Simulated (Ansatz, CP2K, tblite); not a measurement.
# H4C6Br2O (P2_1/c) (104 atoms): one structure in several programs

How near do other programs and methods come to a plane-wave reference for H4C6Br2O (P2_1/c) (104 atoms)? A plane-wave run serves as the reference.

Program: Ansatz 0.2.0. Level of theory: Kohn-Sham DFT, PBE, PAW, plane waves. Results are calculated unless marked as measured.

### Step 1. Starting point

The cell holds 104 atoms: 32 H, 48 C, 16 Br and 8 O. Its edges and angles: a = 11.169 Å, b = 8.413 Å, c = 14.911 Å, α = 90.0°, β = 91.1°, γ = 90.0°. It derives from H4C6Br2O (P2_1/c), repeated 1×2×1. H4C6Br2O, space group P2_1/c, structure from the Crystallography Open Database, 1 x 2 x 1 conventional cells; every coordinate displaced by a Gaussian of 0.01 Å; bonds to H set to neutron lengths (C-H 1.089, N-H 1.015, O-H 0.983, B-H 1.19 Å) where the listed ones are shorter. Then every atom was moved at random, 0.03 Å r.m.s. a Cartesian component (hydrogen 0.6 of that).

### Step 2. The reference run

The PAW files are the set soft_2.

The input, input.yaml:

```yaml
crystal:
  lattice:
    - [11.169, 0.0, 0.0]
    - [0.0, 8.4134, 0.0]
    - [-0.27845, 0.0, 14.9084]
  atoms:
    - { symbol: H, position: [0.78968, 0.07247, 0.75431] }
    - { symbol: H, position: [0.21508, 0.32749, 0.74376] }
    - { symbol: H, position: [0.21248, 0.42846, 0.24884] }
    - { symbol: H, position: [0.78894, 0.16916, 0.25418] }
    [... 94 atom lines left out ...]
    - { symbol: Br, position: [0.32839, 0.61143, 0.57865] }
    - { symbol: Br, position: [0.6697, 0.8478, 0.91988] }
    - { symbol: O, position: [0.58112, 0.68872, 0.7482] }
    - { symbol: O, position: [0.42785, 0.95083, 0.75429] }
    - { symbol: O, position: [0.42881, 0.80006, 0.25233] }
    - { symbol: O, position: [0.57333, 0.55166, 0.24773] }
kpoints:
  mp_grid: { grid: [1, 1, 1] }
hamiltonian:
  xc: pbe
scf:
  occupations: { method: fermi_dirac, width: 0.05 }
output:
  forces: true
  eigenvalues: true
  populations: true
  stress: true
```

The run is started by

```console
ansatz run input.yaml --threads 4 --pin off --max-ram 8192MiB --backend cpu --events-out ev --progress --plain --runs-dir out
```

What it wrote:

```text
[...]
Pseudopotentials: kind: paw
Pseudopotential: H, paw, valence charge 1, recommended cutoff 420 eV (normal), H.paw.azcp
Pseudopotential: C, paw, valence charge 4, recommended cutoff 420 eV (normal), C.paw.azcp
Pseudopotential: Br, paw, valence charge 7, recommended cutoff 420 eV (normal), Br.paw.azcp
Pseudopotential: O, paw, valence charge 6, recommended cutoff 420 eV (normal), O.paw.azcp
[... 5 lines on functional and potentials left out ...]
Crystal: 104 atoms, lattice volume = 1400.931 Å³
Basis set: ecut = 420 eV, 27407 PW (Γ), exchange–correlation on 150×120×200 points (8 copies of the dense FFT grid, shifted against one another)
Bands: 296, of which v1, the nominal top of the filled ones, is band 192 counted from 1 (191 counted from 0)
Symmetry: 1 space group operations
Space group: P1 (ITA 1), of the structure as read, at distance tolerance 1.1e-4 Å
k-points: 1
[... 9 lines on functional and potentials left out ...]
Initial density: superposition of atomic densities (neutral atoms: chi_scale 0, normalization atom), corrected by the library's trained network
Initial wavefunctions: pseudopotential atomic-orbital guess
[...]
SCF iter   1: F=—  HF=-61611.272244 eV  |F-HF|=—  |Δ(HF+E_count)|=         —  Δρ=3.29e-3  dr2=1.38e-1  ethr=1.77e-3  ⟨swp⟩=7.0  Hψ=1506  notcnv=0  defer=53
preconditioner: auto → Resta (q_TF=auto, 2.199 Å⁻¹)  ε∞=2.9  [insulator: Δε(μ)=3.450 eV  Ē_g=13.742 eV  σ=0.050 eV  W_gap=1.00  n_scr=236 (ndim 8)  ℏωp=19.0 eV  f_vac=0.075  D(μ)=0.00/eV (n_scr^D=0)  ε∞_Penn≈2.9]
[...]
SCF iter   8: F=—  HF=-61611.266696 eV  |F-HF|=—  |Δ(HF+E_count)|=   1.63e-7  Δρ=3.77e-6  dr2=2.08e-7  ethr=7.95e-10  ⟨swp⟩=2.0  Hψ=387  notcnv=0  defer=99
SCF iter   9: F=-61611.266696 eV  HF=-61611.266696 eV  |F-HF|=8.46e-9  |Δ(HF+E_count)|=   1.40e-7  Δρ=1.51e-6  dr2=3.31e-8  ethr=2.60e-11  ⟨swp⟩=17.0  Hψ=2064  notcnv=0
SCF 1 converged in 9 iterations: F = -61611.266696 eV  dr2 = 3.31e-8
[...]
SCF converged after 9 iterations
Free energy (F): -61611.266696 eV
Harris-Foulkes:  -61611.266696 eV  (|F-HF|=8.46e-9)
Internal energy: -61611.266696 eV  (E = F + TS)
E sigma→0 (E₀):  -61611.266696 eV
Fermi energy:    3.287076 eV
--- Per-component energies (eV) ---
[...]
Σ components = -61611.266696   (vs F -61611.266696, Δ=0.00e0)
--- Forces (eV/Å), atoms counted from 1 ---
  atom   1  H     -0.48608283     1.39006544    -2.19152322
  atom   2  H      0.43879502     0.63679504     1.02914260
  atom   3  H     -0.37014966     1.09743096    -2.17514343
  atom   4  H     -0.29962159     0.09100151    -0.34513752
[...]
atom 104  O      0.15204399    -0.25331150    -0.07425951
  max |Σ_I F_I| component: 1.41e-4 eV/Å
--- Stress (GPa, compression-positive) ---
        2.868150       0.978986      -0.251545
        0.978985       2.311320      -0.318281
       -0.251543      -0.318281       3.371553
  P = ⅓ Tr σ = 2.8503 GPa (28.503 kbar)
--- Band table (eV) ---
  k-point 0: bands = ["-20.0735", "-20.0614", "-19.7069", "-19.6909", [... 280 levels ...], "11.2292", "11.3222", "11.3309", "11.3990", "11.4203", "11.4517", "11.5571", "11.6197", "11.6483", "11.6709", "11.6769", "11.7643"]
--- Löwdin populations: 104 sites ---
  site symbol       q [e]
     0      H      0.8097
     1      H      0.7900
     2      H      0.7603
[...]
103      O      6.4494
  spilling = 0.010101 (of n_electrons = 384.000000)
```

Elapsed: 14 s, on 4 threads of Arm Neoverse V2, shared host; peak memory 1.5 GiB; 52 s of CPU time.

Numbers from this run:

```yaml
free_energy: -61611.2667 eV
free_energy_per_atom: -592.4160 eV/atom
scf_cycles: 9
pressure: 2.85 GPa
r_m_s_force_component: 1.508 eV/Å
longest_force: 7.72 eV/Å
fermi_energy: 3.287 eV
spacing_of_highest_filled_and_lowest_empty_level: 3.383 eV
spilling_of_the_projection: 0.0101
```

Length of the force by element:

| element | coordination | atoms | mean length of the force (eV/Å) | spread | least | most |
| --- | --- | --- | --- | --- | --- | --- |
| Br | all | 16 | 0.507 | 0.289 | 0.0565 | 1.12 |
| C | all | 48 | 3.04 | 1.80 | 0.460 | 7.72 |
| H | all | 32 | 1.22 | 0.791 | 0.114 | 3.74 |
| O | all | 8 | 1.72 | 1.21 | 0.305 | 4.04 |

Löwdin charges by element (they lack the spilled electrons, 0.037 e an atom on average):

| element | coordination | atoms | mean charge (e) | spread | least | most |
| --- | --- | --- | --- | --- | --- | --- |
| Br | all | 16 | 0.0764 | 0.0328 | 0.0095 | 0.133 |
| C | all | 48 | -0.0408 | 0.155 | -0.208 | 0.264 |
| H | all | 32 | 0.259 | 0.0734 | 0.190 | 0.391 |
| O | all | 8 | -0.458 | 0.0166 | -0.480 | -0.426 |

The levels nearest the highest filled one (over half full), pooled over k-points and spins:

| level less the highest filled one (eV) | occupation |
| --- | --- |
| -0.292 | 2 |
| -0.254 | 2 |
| -0.203 | 2 |
| -0.092 | 2 |
| -0.0647 | 2 |
| 0 | 2 |
| 3.38 | 0 |
| 3.57 | 0 |
| 3.60 | 0 |
| 3.66 | 0 |
| 3.71 | 0 |
| 3.82 | 0 |

The run ends at a pressure of 2.85 GPa, with forces up to 7.7 eV/Å.

### Step 3. Local order

Density 2.39 g/cm³, 13.47 Å³ an atom.

g(r), total and by pair (bins of 0.2 Å):

| r (Å) | total | C-C | C-H | C-Br | C-O | H-H | H-Br |
| --- | --- | --- | --- | --- | --- | --- | --- |
| 0.90 | 0.65 | 0.00 | 0.00 | 0.00 | 0.00 | 0.00 | 0.00 |
| 1.10 | 2.32 | 0.00 | 7.52 | 0.00 | 0.00 | 0.00 | 0.00 |
| 1.30 | 1.86 | 7.14 | 0.00 | 0.00 | 4.61 | 0.00 | 0.00 |
| 1.50 | 1.16 | 4.94 | 0.00 | 0.00 | 1.43 | 0.00 | 0.00 |
| 1.70 | 0.29 | 0.00 | 0.00 | 0.00 | 0.00 | 0.00 | 0.00 |
| 1.90 | 0.61 | 0.00 | 0.57 | 3.17 | 0.00 | 0.00 | 0.00 |
| 2.10 | 1.11 | 0.00 | 3.34 | 0.00 | 0.00 | 1.66 | 0.00 |
| 2.30 | 0.88 | 2.19 | 0.58 | 0.00 | 2.62 | 0.61 | 0.00 |
| 2.50 | 0.84 | 1.85 | 0.41 | 0.00 | 1.46 | 1.60 | 0.00 |
| 2.70 | 0.72 | 1.21 | 0.46 | 0.28 | 0.00 | 0.16 | 0.00 |
| 2.90 | 1.00 | 0.30 | 0.00 | 2.59 | 0.00 | 0.25 | 4.76 |
| 3.10 | 0.52 | 0.00 | 0.26 | 0.00 | 0.00 | 0.70 | 2.34 |
| 3.30 | 0.47 | 0.00 | 0.81 | 0.00 | 0.00 | 0.41 | 2.01 |
| 3.50 | 1.30 | 0.27 | 2.60 | 0.00 | 2.73 | 1.61 | 0.92 |
| 3.70 | 1.30 | 0.95 | 0.77 | 1.81 | 1.85 | 1.37 | 2.88 |
| 3.90 | 1.13 | 0.98 | 1.43 | 1.69 | 0.00 | 0.67 | 0.22 |
| 4.10 | 1.22 | 0.98 | 0.62 | 3.05 | 1.44 | 1.39 | 0.13 |
| 4.30 | 1.64 | 1.85 | 1.52 | 1.42 | 2.11 | 2.96 | 0.37 |
| 4.50 | 0.72 | 0.70 | 1.06 | 1.09 | 0.80 | 0.55 | 0.00 |
| 4.70 | 0.79 | 0.33 | 1.23 | 1.81 | 0.91 | 0.10 | 0.43 |
| 4.90 | 0.78 | 0.62 | 0.97 | 0.97 | 1.50 | 0.36 | 0.59 |
| 5.10 | 1.00 | 0.78 | 0.75 | 1.28 | 0.71 | 1.24 | 0.70 |
| 5.30 | 1.21 | 1.12 | 1.20 | 0.49 | 1.29 | 2.16 | 1.12 |
| 5.50 | 0.82 | 1.24 | 0.74 | 0.46 | 1.34 | 0.26 | 1.22 |
| 5.70 | 1.27 | 0.65 | 1.51 | 1.25 | 1.60 | 1.23 | 1.27 |
| 5.90 | 0.82 | 0.73 | 0.80 | 0.66 | 1.14 | 1.31 | 0.47 |
| 6.10 | 0.71 | 0.65 | 0.64 | 0.68 | 0.86 | 0.70 | 1.08 |
| 6.30 | 0.84 | 0.82 | 0.89 | 0.52 | 0.54 | 1.19 | 1.46 |

Bonds by pair of elements; cutoffs follow the first minimum of g(r), held within bounds set by covalent radii, and pairs that aren't listed don't count as bonded:

| pair A-B | cutoff (Å) | bonds | mean length (Å) | spread (Å) | shortest (Å) | B about A | A about B |
| --- | --- | --- | --- | --- | --- | --- | --- |
| C-C | 1.85 | 48 | 1.39 | 0.047 | 1.26 | 2 | 2 |
| C-H | 1.34 | 24 | 1.08 | 0.043 | 1.00 | 0.5 | 0.75 |
| C-Br | 2.38 | 16 | 1.91 | 0.039 | 1.84 | 0.333 | 1 |
| C-O | 1.73 | 8 | 1.39 | 0.025 | 1.35 | 0.167 | 1 |
| H-O | 1.21 | 8 | 0.993 | 0.04 | 0.954 | 0.25 | 1 |

How many atoms have how many bonded neighbours:

| element | mean | 1 | 2 | 3 |
| --- | --- | --- | --- | --- |
| Br | 1 | 16 | 0 | 0 |
| C | 3 | 0 | 0 | 48 |
| H | 1 | 32 | 0 | 0 |
| O | 2 | 0 | 8 | 0 |

Rings of the network by King's shortest-path rule, up to 12 atoms, one path for each pair of neighbours; H, halogens, alkali and alkaline-earth atoms are left out, and the last column divides by all other atoms, bonded or not:

| ring size (atoms) | rings | per network atom |
| --- | --- | --- |
| 6 | 8 | 0.143 |

### Step 4. What was run beside it

The programs:
- CP2K 2026.2: Gaussian basis with GTH pseudopotentials and a plane-wave density; labels give functional, basis (MOLOPT sets; SR short-range, UZH the newer set with its own potentials), grid cutoff/relative cutoff and solver (OT: orbital transformation; TRS4, TC2, SIGN: linear-scaling purification with its sparsity filter), or its built-in tight binding.

All use the same cell and atoms; the electronic-structure runs use the same k-mesh, and an electronic temperature of 580 K (0.05 eV) where levels are smeared.

Differences are against the plane-wave reference, forces as r.m.s. over components; share is that over the reference's r.m.s. force, slope the least-squares factor from reference forces to these. Total energies of different programs have different zeros and aren't compared.

| run | Δ force, r.m.s. (meV/Å) | share (%) | slope | Δ pressure (GPa) | Δ gap (eV) | cores | CPU time | memory (GiB) |
| --- | --- | --- | --- | --- | --- | --- | --- | --- |
| reference | - | - | - | - | - | 4 | 52 s | 1.5 |
| CP2K GFN1-xTB, OT DIIS | 228 | 15.1 | 0.984 | -2.79 | - | 1 | 3.8 s | 0.32 |
| CP2K PBE+D3, DZVP-MOLOPT-SR, 600/50 Ry, OT CG | 151 | 10.0 | 1.012 | -0.196 | 0.0641 | 4 | 16 min | 3.1 |
| CP2K PBE, DZVP-MOLOPT-SR, 300/50 Ry, OT CG (coarse) | 147 | 9.76 | 1.010 | 0.724 | 0.0639 | 2 | 12 min | 0.88 |
| CP2K PBE, DZVP-MOLOPT-SR, 600/50 Ry, OT CG | 139 | 9.24 | 1.011 | 0.707 | 0.0641 | 4 | 16 min | 3.0 |
| CP2K PBE, SZV-MOLOPT-SR, 600/50 Ry, OT CG (coarse) | 1093 | 72.5 | 1.257 | 7.39 | 0.708 | 2 | 8.8 min | 1.9 |
| CP2K PBE, SZV-MOLOPT-SR, 600/50 Ry, SIGN filter 1e-05, SCF 1e-06 (coarse) | 1088 | 72.2 | 1.258 | 7.43 | - | 1 | 2 min | 1.8 |
| CP2K PBE, SZV-MOLOPT-SR, 600/50 Ry, SIGN filter 1e-06, SCF 1e-06 (coarse) | 1088 | 72.2 | 1.258 | 7.43 | - | 1 | 2.1 min | 1.8 |
| CP2K PBE, SZV-MOLOPT-SR, 600/50 Ry, SIGN filter 1e-07, SCF 1e-07 (coarse) | 1091 | 72.3 | 1.257 | 7.40 | - | 1 | 2.8 min | 1.8 |
| CP2K PBEsol, PBE potentials, DZVP-MOLOPT-SR, 600/50 Ry, OT CG | 141 | 9.33 | 1.032 | -0.0479 | 0.0421 | 4 | 16 min | 3.0 |

Rows marked coarse were listed beforehand as settings not expected to be converged; some can still land near the reference.

CPU time is summed over cores on a shared host, where runs went side by side, so it is rough. Symmetry, cutoffs, thresholds, outputs and thread counts weren't matched or tuned between programs; memory under MPI is the largest rank's times the ranks.

Left out of the table, since they converged to an unphysical state: tblite GFN1-xTB (forces off by up to 5912 eV/Å).

Mean charges by element (e), by run and scheme:

| run | scheme | H | C | Br | O |
| --- | --- | --- | --- | --- | --- |
| reference | Löwdin | +0.26 | -0.04 | +0.08 | -0.46 |
| CP2K GFN1-xTB, OT DIIS | Mulliken | +0.13 | +0.03 | -0.06 | -0.56 |
| CP2K PBE+D3, DZVP-MOLOPT-SR, 600/50 Ry, OT CG | Mulliken | +0.08 | -0.01 | -0.03 | -0.23 |
| CP2K PBE+D3, DZVP-MOLOPT-SR, 600/50 Ry, OT CG | Hirshfeld | +0.05 | -0.03 | +0.07 | -0.14 |
| CP2K PBE, DZVP-MOLOPT-SR, 600/50 Ry, OT CG | Mulliken | +0.08 | -0.01 | -0.03 | -0.23 |
| CP2K PBE, DZVP-MOLOPT-SR, 600/50 Ry, OT CG | Hirshfeld | +0.05 | -0.03 | +0.07 | -0.14 |
| CP2K PBEsol, PBE potentials, DZVP-MOLOPT-SR, 600/50 Ry, OT CG | Mulliken | +0.10 | -0.02 | -0.02 | -0.24 |
| CP2K PBEsol, PBE potentials, DZVP-MOLOPT-SR, 600/50 Ry, OT CG | Hirshfeld | +0.05 | -0.03 | +0.07 | -0.14 |

The reference's Löwdin charges lack the electrons that the projection spills, 0.037 e an atom on average.

Within one program, basis, potentials and functional, energies share a zero. Each run against its twin at the usual cutoff or grid and solver:

| run | twin | Δ energy (meV/atom) | Δ force, r.m.s. (meV/Å) | CPU time over the twin's |
| --- | --- | --- | --- | --- |
| CP2K PBE, DZVP-MOLOPT-SR, 300/50 Ry, OT CG | DZVP-MOLOPT-SR, 600/50 Ry, OT CG | -0.359 | 38.5 | 0.73 (this twin ran on 4 cores) |
| CP2K PBE, SZV-MOLOPT-SR, 600/50 Ry, SIGN filter 1e-05, SCF 1e-06 | SZV-MOLOPT-SR, 600/50 Ry, OT CG | 0.131 | 49.2 | 0.22 (this twin ran on 2 cores) |
| CP2K PBE, SZV-MOLOPT-SR, 600/50 Ry, SIGN filter 1e-06, SCF 1e-06 | SZV-MOLOPT-SR, 600/50 Ry, OT CG | 0.0932 | 49.2 | 0.23 (this twin ran on 2 cores) |
| CP2K PBE, SZV-MOLOPT-SR, 600/50 Ry, SIGN filter 1e-07, SCF 1e-07 | SZV-MOLOPT-SR, 600/50 Ry, OT CG | 0.0062 | 15.5 | 0.32 (this twin ran on 2 cores) |

### Step 5. Summary of results

| Item | Value |
| --- | --- |
| reference r.m.s. force component | 1.51 eV/Å |
| nearest in forces | CP2K PBE, DZVP-MOLOPT-SR, 600/50 Ry, OT CG, 9.2 % |
| farthest in forces | a tie at 72 % of 4 runs: CP2K PBE, SZV-MOLOPT-SR, 600/50 Ry, OT CG (coarse); CP2K PBE, SZV-MOLOPT-SR, 600/50 Ry, SIGN filter 1e-05, SCF 1e-06 (coarse); CP2K PBE, SZV-MOLOPT-SR, 600/50 Ry, SIGN filter 1e-06, SCF 1e-06 (coarse); others |
| cheapest electronic-structure run beside the reference | CP2K GFN1-xTB, OT DIIS, 3.8 s of CPU time |

**Reading.** The PBE run in local orbitals, coarse settings apart, differs by 9.2 % (CP2K PBE, DZVP-MOLOPT-SR, 600/50 Ry, OT CG); basis, grid and potentials can all enter. Tight binding differs by 15 % (CP2K GFN1-xTB, OT DIIS); it is another model, with fitted parameters of its own, and the xTB methods hold dispersion. Rows with another functional or a dispersion term differ by 9.3 % (CP2K PBEsol, PBE potentials, DZVP-MOLOPT-SR, 600/50 Ry, OT CG) to 10 % (CP2K PBE+D3, DZVP-MOLOPT-SR, 600/50 Ry, OT CG), which mixes the change of model with differences of basis and potentials, some of them made for another functional. Runs with settings chosen to be coarse differ by 9.8 % (CP2K PBE, DZVP-MOLOPT-SR, 300/50 Ry, OT CG) to 72 % (CP2K PBE, SZV-MOLOPT-SR, 600/50 Ry, OT CG), their programs' other errors included. One electronic-structure run takes under half the reference's CPU time: CP2K GFN1-xTB, OT DIIS, at 15 % in 3.8 s against 52 s; its pressure misses by -2.8 GPa. At the same functional, gaps differ from the reference's 3.38 eV by between +0.06 and +0.71 eV. A likely cause of the wide gaps: compact atomic orbitals describe empty levels worse than filled ones. These are spacings on the run's k-points, which needn't hold the band edges. In pressure, CP2K PBE, SZV-MOLOPT-SR, 600/50 Ry, SIGN filter 1e-05, SCF 1e-06 misses by +7.4 GPa, at the same functional. Charges hang on model, scheme and program or settings: among these rows the mean for O runs from -0.56 to -0.14 e. With SIGN, tightening the sparsity filter from 1e-05 to 1e-07, and the SCF threshold with it, takes the force difference from the cubic solver from 49 to 15 meV/Å, and the CPU time from 0.22 to 0.32 times the cubic solver's. In the reference: filled and empty levels are parted by 3.38 eV at Γ alone; the mesh holds the band edges only if they fold onto it, so the gap at this level can be narrower or closed, while semilocal functionals tend to narrow gaps against experiment. In the reference: mean Löwdin charges: Br +0.08, C -0.04, H +0.26, O -0.46 e (they miss 1.0 % of the electrons, so they add up to more than the cell's charge). Periodic xTB results under one method name differ between programs and library versions. The reference's PBE has no dispersion term, which matters for the binding between molecules or layers. The published positions, changed by the recipe (random displacements or longer bonds to H), lie far from the minimum at this level of theory. The reference's pressure of 2.9 GPa belongs to a cell and atoms that aren't relaxed at this level. The electronic-structure runs sample only Γ, in a cell whose shortest periodic width is 8 Å.

[Also dropped from logs without a mark: logging warnings of Python, and SIESTA's first energy breakdown and zero terms.]

[Logs are printed without paths, hosts, clocks, repeated set-up lines and the standing remarks that a program may print on its own settings, such as how far it seeks lower states.]

[Hosts, paths, dates, database ids (printed as entryN), source tags and the programs' standing remarks are cut or masked in the printed files.]
